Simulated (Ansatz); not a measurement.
Consider CrO2 (P4_2/mnm).

Symmetry: P4_2/mnm, No. 136, tetragonal system. The conventional cell has a = 4.421 Å, b = 4.421 Å, c = 2.917 Å, α = 90.00°, β = 90.00°, γ = 90.00°. Cr has 6 O at 1.88 to 1.92 Å nearest. Nearest to O lie 3 Cr at 1.88 to 1.92 Å. Farther neighbours and most contacts between anions are not listed.

```yaml
crystal:
  lattice:
    - [3.12612, 2.21050, 2.21050]
    - [3.12612, -2.21050, -2.21050]
    - [0.00000, 2.06263, -2.06263]
  atoms:
    - { symbol: Cr, position: [0.00000, 0.00000, 0.00000] }
    - { symbol: Cr, position: [0.50000, 0.50000, 0.50000] }
    - { symbol: O, position: [0.30100, 0.30100, 0.00000] }
    - { symbol: O, position: [0.19900, 0.80100, 0.50000] }
    - { symbol: O, position: [0.69900, 0.69900, 0.00000] }
    - { symbol: O, position: [0.80100, 0.19900, 0.50000] }
```

The cell and positions come from the Crystallography Open Database and are kept as given unless a step says otherwise. The program's search for lower electronic states was switched off, so nothing shows that the state found is the lowest. PAW set soft_2, made with PBE.

A constrained-RPA run (Ansatz 0.2.0; non-magnetic PBE; Cr d + anion p, bands v14 to c8, 4×4×6 mesh, medium accuracy) builds 22 functions on bands 13 eV wide, with 28.0 electrons in the window. The bare on-site interaction is 22.3 eV and the bare J 0.79 eV.

Question: What U and J survive the screening?

On the Cr d shell, U = 12.53 eV (56 % of the bare value), U′ = 11.20 eV, J = 0.66 eV.

The parent state is non-magnetic and the interaction static (zero frequency); U depends on the window and the orbitals, so it belongs to this model alone. A window that holds the anion p bands defines a model with explicit ligands; its U belongs to that model and is not the U of DFT+U.

[Paths, hosts, dates, memory and timing lines, banners, echoed tables and standing remarks are left out of the program output.]

[Logs are printed without paths, hosts, clocks, repeated set-up lines and the standing remarks that a program may print on its own settings, such as how far it seeks lower states.]

[Runs of the session that timed out or met a known fault of the program may be left out.]

[Hosts, paths, dates, database ids (printed as entryN), source tags and the programs' standing remarks are cut or masked in the printed files.]
